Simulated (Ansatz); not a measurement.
# Time against size: graphene/h-GaN/graphene sandwich (62 atoms) repeated, support functions

The cell holds 62 atoms: 48 C, 7 Ga and 7 N. Its edges and angles: a = 8.507 Å, b = 8.507 Å, c = 22.960 Å, α = 90.0°, β = 90.0°, γ = 120.0°. It derives from C and GaN. 12 cells of graphene (a = 2.46 Å, strained -0.17 %) and 7 cells of h-GaN (a = 3.21 Å, +0.17 %) on one hexagonal cell, twist 49.11 deg; facing planes 3.5, 3.46 Å apart; 16 Å of vacuum; displaced by a Gaussian of 0.01 Å. Regions: layer 1, 24 atoms (24 C); layer 2, 14 atoms (7 Ga and 7 N); layer 3, 24 atoms (24 C). Vacuum lies along c.

Calculated with Ansatz 0.2.0: Kohn-Sham DFT, PBE+D4, PAW (set soft_2), localised support functions (medium); the typed cell is repeated and solved at Γ on 1 × NVIDIA H100 80GB HBM3 with 5 threads of AMD EPYC 7R13 (Zen 3), shared host.

| atoms | wall time divided by the number of SCF cycles (s) | repeats | SCF cycles |
| --- | --- | --- | --- |
| 62 | 0.2933 | 1×1×1 | 24 |
| 248 | 0.715 | 2×2×1 | 18 |
| 558 | ? | ? | ? |
| 992 | 2.192 | 4×4×1 | 21 |
| 2232 | 5.858 | 6×6×1 | 22 |

**Question.** Fit a power law of the atom count to the rows given and interpolate to the withheld row.

Worked fit:

A power law y = A x^b is a line in u = ln x and v = ln y.

| u = ln x | v = ln y |
| --- | --- |
| 4.12713 | -1.22645 |
| 5.51343 | -0.335473 |
| 6.89972 | 0.784771 |
| 7.71065 | 1.76776 |

With n = 4: mean u = 6.06273, mean v = 0.247654, Σ(u − ū)² = 7.4645, Σ(u − ū)(v − v̄) = 6.1282. Slope b = 6.1282 / 7.4645 = 0.82098; intercept a = v̄ − b ū = -4.7297.

At the withheld row u = 6.324, v = a + b u = 0.4624, and y = exp(v).

Prediction at 558: 1.588 s. The run gave 1.127 s, so the fit is high by 0.46 s (41 % of the value).

The fitted exponent is 0.82. Between neighbouring rows, the withheld one included, the exponents are 0.64, 0.56, 1.2 and 1.2, so one power law doesn't hold over the range. Among the rows given, the largest relative miss of the fit is at 992, by 0.35 s (16 %).

Limits: One run a row; fixed overheads weigh on the small cells.

[Hosts, paths, dates, database ids (printed as entryN), source tags and the programs' standing remarks are cut or masked in the printed files.]
